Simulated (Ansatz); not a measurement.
## Resistivity from frozen vibrations: Au(111) with 4 thermally displaced layers, 2x2

How much do lattice vibrations at 800 K scatter the electrons of Au? Layers with random displacements are laid between perfect leads, and the resistance is followed against their length.

Calculated with Ansatz 0.2.0; Ansatz plane-wave DFT, PBE, PAW files; ballistic transport by layer matching (Landauer), zero bias; PAW set soft_1.

## (1) The starting structure

The cell holds 40 atoms: 40 Au. Its edges and angles: a = 5.768 Å, b = 5.768 Å, c = 23.605 Å, α = 93.5°, β = 86.5°, γ = 120.0°. It derives from Au. Regions: lead, 24 atoms (24 Au); scattering region, 16 atoms (16 Au). The structure is stacked along c, and the current runs across the ab planes.

## (2) With 4 displaced layers

Each atom of 4 layers is moved at random, by amounts drawn from a normal law 0.1474 Å wide in each direction from the Debye model (165 K) at 800 K. The layers about the cell's end stay perfect and serve as the lead. Disorder leaves little or no symmetry, which makes such runs dear. Energies from -0.05 to 0.05 eV in steps of 0.05 eV are too few for the program's thermal sum, so it prints no conductance; for a metal the transmission near the Fermi level serves, at a fraction of the cost.

input.yaml reads:

```yaml
crystal:
  lattice:
    - [5.7675164607, 0.0, 0.0]
    - [-2.8837582304, 4.9948157718, 0.0]
    - [1.4418791152, -0.8324692953, 23.5457873532]
  atoms:
    - { symbol: Au, position: [0.9916666667, 0.0083333333, 0.05] }
    - { symbol: Au, position: [0.9916666667, 0.5083333333, 0.05] }
    - { symbol: Au, position: [0.4916666667, 0.0083333333, 0.05] }
    - { symbol: Au, position: [0.4916666667, 0.5083333333, 0.05] }
    - { symbol: Au, position: [0.1416666667, 0.3583333333, 0.15] }
    - { symbol: Au, position: [0.1416666667, 0.8583333333, 0.15] }
    - { symbol: Au, position: [0.6416666667, 0.3583333333, 0.15] }
    - { symbol: Au, position: [0.6416666667, 0.8583333333, 0.15] }
    - { symbol: Au, position: [0.2916666667, 0.2083333333, 0.25] }
    - { symbol: Au, position: [0.2916666667, 0.7083333333, 0.25] }
    - { symbol: Au, position: [0.7916666667, 0.2083333333, 0.25] }
    - { symbol: Au, position: [0.7916666667, 0.7083333333, 0.25] }
    - { symbol: Au, position: [0.9561577144, 0.0899861686, 0.3546434443] }
    - { symbol: Au, position: [0.9853214767, 0.6048565245, 0.3424514166] }
    - { symbol: Au, position: [0.4062616717, 0.0192389745, 0.3493253094] }
    - { symbol: Au, position: [0.4663560575, 0.5582029902, 0.3531049453] }
    - { symbol: Au, position: [0.0459397379, 0.4117277461, 0.4443211891] }
    - { symbol: Au, position: [0.1491476888, 0.9355011094, 0.4559443369] }
    - { symbol: Au, position: [0.5985460967, 0.4271097016, 0.4541193689] }
    - { symbol: Au, position: [0.5756422364, 0.8935326681, 0.449281352] }
    - { symbol: Au, position: [0.2177140492, 0.2404945392, 0.5482256495] }
    - { symbol: Au, position: [0.2360220224, 0.7792873244, 0.5400061305] }
    - { symbol: Au, position: [0.754056228, 0.2392988054, 0.5465816055] }
    - { symbol: Au, position: [0.7052654314, 0.7538172955, 0.5484492713] }
    - { symbol: Au, position: [0.8885852089, 0.0926758023, 0.6505870528] }
    - { symbol: Au, position: [0.9448172596, 0.6198070528, 0.6464078488] }
    - { symbol: Au, position: [0.4135097755, 0.1051512765, 0.6537185357] }
    - { symbol: Au, position: [0.4035728462, 0.594775867, 0.6379135351] }
    - { symbol: Au, position: [0.0416666667, 0.4583333333, 0.75] }
    - { symbol: Au, position: [0.0416666667, 0.9583333333, 0.75] }
    - { symbol: Au, position: [0.5416666667, 0.4583333333, 0.75] }
    - { symbol: Au, position: [0.5416666667, 0.9583333333, 0.75] }
    - { symbol: Au, position: [0.1916666667, 0.3083333333, 0.85] }
    - { symbol: Au, position: [0.1916666667, 0.8083333333, 0.85] }
    - { symbol: Au, position: [0.6916666667, 0.3083333333, 0.85] }
    - { symbol: Au, position: [0.6916666667, 0.8083333333, 0.85] }
    - { symbol: Au, position: [0.8416666667, 0.1583333333, 0.95] }
    - { symbol: Au, position: [0.8416666667, 0.6583333333, 0.95] }
    - { symbol: Au, position: [0.3416666667, 0.1583333333, 0.95] }
    - { symbol: Au, position: [0.3416666667, 0.6583333333, 0.95] }
kpoints:
  mp_grid: { grid: [5, 5, 1] }
hamiltonian:
  xc: pbe
  pseudopotentials: { kind: paw, azcp: { folder: soft_1 } }
scf:
  occupations: { method: fermi_dirac, width: 0.1 }
output:
  transmission:
    leads: [[0, 4]]
    kmesh: [10, 10]
    e_range: [-0.05, 0.05]
    de: 0.05
  write_potential: true
  write_density: true
  volumetric_format: npy
  elf: true
```

Command:

```
ansatz run input.yaml --threads 4 --pin off --max-ram 15360MiB --backend cpu --events-out ev --progress --plain --runs-dir out
```

Numbers of over 12 decimals in the logs are rounded to 6 here.

Log:

```text
Engine: ansatz 0.2.0, x86_64-unknown-linux-gnu
Pseudopotentials: kind: paw
Pseudopotential: Au, paw, valence charge 19, recommended cutoff 420 eV (normal), soft_1/Au.paw.azcp
Functional definition: PBE
  parameter kappa = 0.804
  parameter beta = 0.066725
  exchange = pbe_x(kappa = kappa, mu = beta*pi^2/3)
  correlation = pbe_c(beta = beta)
Crystal: 40 atoms, lattice volume = 678.300 Å³
Basis set: ecut = 420 eV, 13321 PW (Γ)
Bands: 456, of which v1, the nominal top of the filled ones, is band 380 counted from 1 (379 counted from 0)
Symmetry: 1 space group operations
Space group: P1 (ITA 1), of the structure as read, at distance tolerance 8.8e-5 Å
k-points: 13 of 25 (time reversal used)
Non-local potential: Au, projectors of the file, l = 0: 3, l = 1: 2, l = 2: 2, l = 3: 1
PAW form: soft (Blöchl's): semilocal exchange-correlation on the pseudo side does not see the compensation charge
PAW one-centre angular grid: Au, 590 points (default); XC on 64 Gauss nodes
Initial density: superposition of atomic densities (chi_scale 0.1, normalization cell)
Initial wavefunctions: pseudopotential atomic-orbital guess
Functional: x = pbe(κ = 0.804, μ = 0.219515), c = pbe(β = 0.066725)
SCF iter   1: F=—  HF=-526053.854727 eV  |F-HF|=—  |Δ(HF+E_count)|=         —  Δρ=6.75e-2  dr2=3.39e1  ethr=3.10e-3  ⟨swp⟩=4.0  Hψ=17608  notcnv=0  defer=156
preconditioner: auto → Kerker (q_TF=auto, 2.781 Å⁻¹)  [metal: Δε(μ)=0.015 eV  Ē_g=10.201 eV  σ=0.100 eV  W_gap=0.04  n_scr=260 (ndim 8)  ℏωp=29.9 eV  f_vac=0.000  D(μ)=17.92/eV (n_scr^D=106)]
SCF iter   2: F=—  HF=-526045.809676 eV  |F-HF|=—  |Δ(HF+E_count)|=    8.05e0  Δρ=3.10e-2  dr2=6.94e0  ethr=3.10e-3  ⟨swp⟩=3.0  Hψ=9880  notcnv=0  defer=713
SCF iter   3: F=—  HF=-526043.867033 eV  |F-HF|=—  |Δ(HF+E_count)|=    1.94e0  Δρ=7.39e-3  dr2=2.35e-1  ethr=9.13e-4  ⟨swp⟩=2.0  Hψ=8252  notcnv=0  defer=713
SCF iter   4: F=—  HF=-526043.927194 eV  |F-HF|=—  |Δ(HF+E_count)|=   6.02e-2  Δρ=1.32e-3  dr2=1.21e-2  ethr=3.09e-5  ⟨swp⟩=2.4  Hψ=11781  notcnv=0  defer=713
SCF iter   5: F=—  HF=-526043.930649 eV  |F-HF|=—  |Δ(HF+E_count)|=   3.46e-3  Δρ=3.28e-4  dr2=1.33e-3  ethr=1.59e-6  ⟨swp⟩=2.7  Hψ=9592  notcnv=0  defer=713
SCF iter   6: F=—  HF=-526043.930744 eV  |F-HF|=—  |Δ(HF+E_count)|=   9.46e-5  Δρ=1.16e-4  dr2=5.20e-4  ethr=1.75e-7  ⟨swp⟩=2.5  Hψ=8985  notcnv=0  defer=713
SCF iter   7: F=—  HF=-526043.930687 eV  |F-HF|=—  |Δ(HF+E_count)|=   5.74e-5  Δρ=4.94e-5  dr2=4.80e-5  ethr=6.84e-8  ⟨swp⟩=1.0  Hψ=5213  notcnv=0  defer=713
SCF iter   8: F=—  HF=-526043.931100 eV  |F-HF|=—  |Δ(HF+E_count)|=   4.14e-4  Δρ=9.88e-6  dr2=5.06e-6  ethr=6.31e-9  ⟨swp⟩=2.8  Hψ=9673  notcnv=0  defer=713
SCF iter   9: F=—  HF=-526043.931100 eV  |F-HF|=—  |Δ(HF+E_count)|=   1.05e-7  Δρ=4.07e-6  dr2=4.67e-7  ethr=6.66e-10  ⟨swp⟩=1.0  Hψ=5213  notcnv=0  defer=713
SCF iter  10: F=—  HF=-526043.931100 eV  |F-HF|=—  |Δ(HF+E_count)|=   1.49e-8  Δρ=1.80e-6  dr2=1.06e-7  ethr=1.32e-11  ⟨swp⟩=8.5  Hψ=22122  notcnv=0
SCF iter  11: F=-526043.931100 eV  HF=-526043.931100 eV  |F-HF|=5.59e-9  |Δ(HF+E_count)|=   2.91e-9  Δρ=6.62e-7  dr2=7.99e-9  ethr=1.32e-11  ⟨swp⟩=2.0  Hψ=10883  notcnv=0
SCF 1 converged in 11 iterations: F = -526043.931100 eV  dr2 = 7.99e-9
  greatest PAW one-centre occupation: 1.000 electrons in one spin orbital (limit 2), on the Au atom at site 28 (counted from 0), in its partial waves of l = 0
transmission: 162 of 1560 steps passed
transmission: 315 of 1560 steps passed
[...]
transmission: 1560 of 1560 steps passed
SCF converged after 11 iterations
Free energy (F): -526043.931100 eV
Harris-Foulkes:  -526043.931100 eV  (|F-HF|=5.59e-9)
Internal energy: -526043.457012 eV  (E = F + TS)
E sigma→0 (E₀):  -526043.694056 eV
Entropy (-TS):   -0.474088 eV (-11.852 meV/atom)
Fermi energy:    20.729659 eV
--- Per-component energies (eV) ---
  E_band       = -8252.633403
  E_kinetic    = 23154.495537
  E_local      = -68491.920464  (includes V_loc(G=0)·N_el)
  E_nonlocal   = 3921.841001
  E_hartree    = 29745.669106
  E_xc         = -8628.215768
  E_vxc        = -10481.425110  (∫ρ·V_xc dr)
  E_paw        = -389266.148975  (= ΣΔE_a)
  E_vpaw       = -15847.025838  (= ΣTr[D̂ρ^β])
  E_aug_tail   = 0.066820  (compensation charges beyond the density's cutoff)
  E_ewald      = -116479.244269
  E_smearing   = -0.474088  (= −TS)
  E_closure    = -0.000000  (closes the sum)
  Σ components = -526043.931100   (vs F -526043.931100, Δ=0.00e0)
--- Band table (eV; the first three rows and the last of 13) ---
  k-point 0: bands = [... 376 lower, 20.8161, 21.1351, 21.2016, 21.2742, 21.3012, 21.4888, 21.5223, 21.6166, ... 72 higher]
  k-point 1: bands = [... 376 lower, 20.3741, 20.4291, 20.5249, 20.6632, 20.7439, 20.8615, 20.9529, 21.0742, ... 72 higher]
  k-point 2: bands = [... 376 lower, 20.5011, 20.5324, 20.5678, 20.6340, 20.6962, 20.8324, 20.8650, 21.0577, ... 72 higher]
  k-point 12: bands = [... 376 lower, 19.5409, 20.2034, 20.3489, 20.6724, 20.7861, 20.8399, 21.2548, 22.1961, ... 72 higher]
--- Transmission ---
  basis      : 253 plane waves across, 30 finite elements along
  points     : 52, standing for a mesh of 10 x 10
  energies   : 3 from -0.050000 to 0.050000 eV about the Fermi level, 0.050000 eV apart; the leads are filled to 0.000000 eV, and channels, transmission and decay are at 0.000000 eV
  crystal 0  : Au4, at the sites [0, 4], period 2.3546 Å, over 14.13 Å; its Hamiltonian steps by up to 9.3 meV
    offset         : up to 0.0000 Å between an atom of the period and one for which it stands
    channels       : 3.210000e0 a spin
    conductance    : none, the energies end too early or step too widely for 300 K: set another output.transmission.e_range or a lower de, or, where they end at an eighth of basis.ecutwfc, a higher one
  junction   : crystal 0 to crystal 0, 0.70 to 21.89 Å
    transmission   : 3.003056e0 a spin
    conductance    : none, the energies end too early or step too widely for 300 K: set another output.transmission.e_range or a lower de, or, where they end at an eighth of basis.ecutwfc, a higher one
```

Run time: 8.6 min. Hardware: 4 threads of AMD EPYC 7R43, shared host; peak memory 6.6 GiB.

This step gave:

- free energy: -526043.9311 eV
- energy at zero smearing: -526043.6941 eV
- Fermi energy: 20.73 eV
- cell area: 28.81 Å²
- transmission per spin nearest the Fermi level: 3.003
- open channels per spin nearest the Fermi level: 3.21
- step of the lead's potential: 9.3 meV

Per spin. Transmission, zone mean against energy, zero at the Fermi level:

```
energy (eV)  transmission, zone mean
    -0.0500                     2.99
     0.0000                     3.00
     0.0500                     3.01
```

Per spin. The open channels, zone mean, lead stays at 3.21 for energy from -0.05 to 0.05 eV.

Transmission over k1 and k2. At 0.0000 eV from the Fermi level.

Ten even steps from '0' (2.61) to '9' (3.44):
```
3744494444
4384494444
4447483444
3443202333
8873232378
3333202344
4444384744
4444494483
3444494447
7344494443
```
Columns: k1 (b1) from -0.5 to 0.4; rows upwards: k2 (b2) from -0.5 to 0.4.

Open channels over k1 and k2. At 0.0000 eV from the Fermi level.

Ten even steps from '_' (3.00) to '@' (4.00):
```
__@@______@@________
____@@____@@________
______@@__@@________
____________________
@@@@@@@@______@@@@@@
____________________
__________@@__@@____
__________@@____@@__
__________@@______@@
@@________@@________
```
Columns: k1 (b1) from -0.5 to 0.4; rows upwards: k2 (b2) from -0.5 to 0.4.

Valence density in the ca plane at fractional y = 0.620, with atoms of Au within 0.2 Å of it. It is the smooth field of the valence electrons, not physical close to the nuclei.

Ten steps, logarithmic in the rise over the least value, from '0' (0 e/Å³) to '9' (14 e/Å³), each cell a mean:
```
11001221237998520011100001001489985211111000
11113553224776410011100000001378975200110000
11135776322343100112210112110246653101110000
11136887421111000133321244421112321012322101
11125776421232210233322356642111100013443212
11013554212566421123322367642222210024554212
11001221114788731122211245532356531013443212
11001111114799742111100123223689862101222101
11012332113678631111100011113689973100110000
11124665211355321111000011112589863100110000
11136887411122100111101233211356641001221000
11136887421221101222212345321123210013432111
11124665323553211233212455421122221124553212
11012333236887411223211344321246642123553212
11000111247998621112111122211478874212332111
```
Columns run along c (16.0 Å, from fractional 0.16 to 0.84 of the cell), rows up along a (5.8 Å). Atoms in or near the plane, at fractional coordinates: Au at (0.34, 0.99), Au at (0.65, 0.94), Au at (0.64, 0.40).

ELF in the ca plane at fractional y = 0.620, with atoms of Au within 0.2 Å of it. It is the smooth field of the valence electrons, not physical close to the nuclei.

Values, 8 rows by 16 columns, each cell a mean:
```
0.19 0.23 0.28 0.32 0.57 0.30 0.18 0.17 0.14 0.18 0.28 0.65 0.41 0.20 0.19 0.15
0.20 0.39 0.49 0.25 0.28 0.18 0.22 0.24 0.21 0.27 0.21 0.38 0.28 0.20 0.21 0.15
0.20 0.35 0.47 0.24 0.31 0.23 0.26 0.30 0.31 0.45 0.23 0.20 0.16 0.30 0.36 0.22
0.19 0.19 0.24 0.26 0.54 0.38 0.22 0.22 0.26 0.38 0.30 0.43 0.24 0.27 0.33 0.22
0.19 0.23 0.28 0.23 0.50 0.37 0.21 0.18 0.16 0.21 0.35 0.65 0.34 0.19 0.20 0.15
0.20 0.38 0.50 0.23 0.24 0.20 0.20 0.18 0.23 0.24 0.27 0.45 0.26 0.20 0.21 0.15
0.19 0.35 0.46 0.27 0.32 0.20 0.26 0.23 0.33 0.38 0.20 0.26 0.20 0.30 0.36 0.22
0.19 0.19 0.24 0.35 0.61 0.31 0.23 0.21 0.25 0.30 0.26 0.50 0.34 0.27 0.34 0.22
```
Columns run along c (16.0 Å, from fractional 0.16 to 0.84 of the cell), rows up along a (5.8 Å). Atoms in or near the plane, at fractional coordinates: Au at (0.34, 0.99), Au at (0.65, 0.94), Au at (0.64, 0.40).

Electrostatic potential energy in the ca plane at fractional y = 0.620, with atoms of Au within 0.2 Å of it. With pseudopotentials it is smooth inside the atoms' cores, unlike the true potential.

Ten even steps from '0' (-27 eV) to '9' (23 eV), each cell a mean:
```
99999999972000489999999999999610004899999999
99997557885213699999999999999720015999999999
99984113798777999998999999999963248999999999
99972001699999999987899865689998889998889999
99984102799888999976789742369999999997557999
99997556898533689987899731268988899996446898
99999989996100279999999864578743479998657998
99999999996100169999999988888400048999889999
99998778997311379999999999998300027999999999
99985335899755799999999999998410038999999999
99973002699999999999999888899853479999999999
99973001699999999988999755799988899998678999
99986324787557999877898643689998899996447898
99999778873002699988899865799864368997447898
99999999961000489999999988999620016998778999
```
Columns run along c (16.0 Å, from fractional 0.16 to 0.84 of the cell; values clipped at the 3rd and 97th percentile), rows up along a (5.8 Å). Atoms in or near the plane, at fractional coordinates: Au at (0.34, 0.99), Au at (0.65, 0.94), Au at (0.64, 0.40).

Over the solved energies the transmission per spin lies between 2.99 and 3.01, out of 3.21 channels of the lead on average (up to 3.21).

[end of part 1 of 2]

[Logs are printed without paths, hosts, clocks, repeated set-up lines and the standing remarks that a program may print on its own settings, such as how far it seeks lower states.]

[Hosts, paths, dates, database ids (printed as entryN), source tags and the programs' standing remarks are cut or masked in the printed files.]
